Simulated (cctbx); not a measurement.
## Accept or mend?

Cell a = 7.1020 Å, b = 4.3490 Å, c = 8.1980 Å, α = 90.00°, β = 90.00°, γ = 90.00°; space group Pnma (no. 62).

Simulated single-crystal data (cctbx): Mo Kα, λ = 0.71073 Å, to d = 0.7 Å, 95 % of the full sphere, strongest reflection 20000 counts, noise from counting, a 3 % proportional error and a noise floor of 8 counts (s.d.); no absorption.

An isotropic refinement with weights 1/σ² prints:

```text
Rint 0.032, 431 unique reflections to 0.70 A
cycle     R1     wR2    GooF  max shift (A)
   1  0.2443  0.5056  21.034   0.10586
  12  0.0142  0.0444   1.848   0.00697
final R1 0.0146 wR2 0.0482 GooF 2.005  parameters 13  data/parameter 33.2
atom        x        y        z      Ueq    occ   su(xyz)  su(Uiso or U11)
Tl1    0.84537  0.75000  0.43202   0.0052  1.000  0.00006  0.0001
Hf1    0.97944  0.75000  0.80794   0.0071  1.000  0.00007  0.0001
Ge1    0.74059  0.75000  0.11521   0.0102  1.000  0.00019  0.0002
Ge2    0.40184  0.51155  0.41333   0.8458  1.000  0.00883  0.0345
difference map: max 2.48 min -1.67 rms 0.57
Q1    0.0119  0.7500  0.7681    4    2.65  0.40 A from Hf1
Q2    0.0651  0.2500  0.1536    4    2.04  0.45 A from Hf1
Q3    0.2332  0.2500  0.8343    4    1.86  0.45 A from Ge1
Q4    0.2003  0.7500  0.4289    4    1.78  0.46 A from Ge1
Q5    0.1627  0.2500  0.1978    4    1.73  1.01 A from Hf1
Q6    0.1239  0.5769  0.1176    8    1.73  1.62 A from Ge2
```

Q: Accept it or mend it, and why?

Mend it. The fault: spurious atom: Ge2. Against the right model at the same level, R1 goes from 0.0122 to 0.0146 and GooF from 1.13 to 2.00 and Ge2 takes U = 0.85 Å². A site with no density behind it hides by a very large U or drifts. The fit had not settled when the cycles ran out.

The compound is HfTlGe. The right model at the same level gives:

```text
Rint 0.032, 431 unique reflections to 0.70 A
cycle     R1     wR2    GooF  max shift (A)
   1  0.2016  0.4246  17.583   0.07978
   2  0.0122  0.0273   1.130   0.00002
final R1 0.0122 wR2 0.0273 GooF 1.130  parameters 9  data/parameter 47.9
atom        x        y        z      Ueq    occ   su(xyz)  su(Uiso or U11)
Tl1    0.84541  0.75000  0.43203   0.0052  1.000  0.00003  0.0001
Hf1    0.97949  0.75000  0.80794   0.0071  1.000  0.00004  0.0001
Ge1    0.74061  0.75000  0.11513   0.0102  1.000  0.00011  0.0001
difference map: max 2.04 min -1.75 rms 0.37
Q1    0.0146  0.7500  0.7651    4    2.16  0.43 A from Hf1
Q2    0.2336  0.2500  0.8382    4    2.13  0.42 A from Ge1
Q3    0.1975  0.7500  0.4293    4    2.01  0.48 A from Ge1
Q4    0.1115  0.7500  0.4951    4    1.46  1.29 A from Ge1
Q5    0.0627  0.2500  0.1552    4    1.37  0.43 A from Hf1
Q6    0.2037  0.2500  0.3301    4    1.14  1.72 A from Hf1
```

The model was made for the exercise: a known structure type with other elements put in, its volume estimated, not relaxed; displacement parameters are assumed.

[Middle refinement cycles are left out of these outputs.]

[Logs are printed without paths, hosts, clocks, repeated set-up lines and the standing remarks that a program may print on its own settings, such as how far it seeks lower states.]
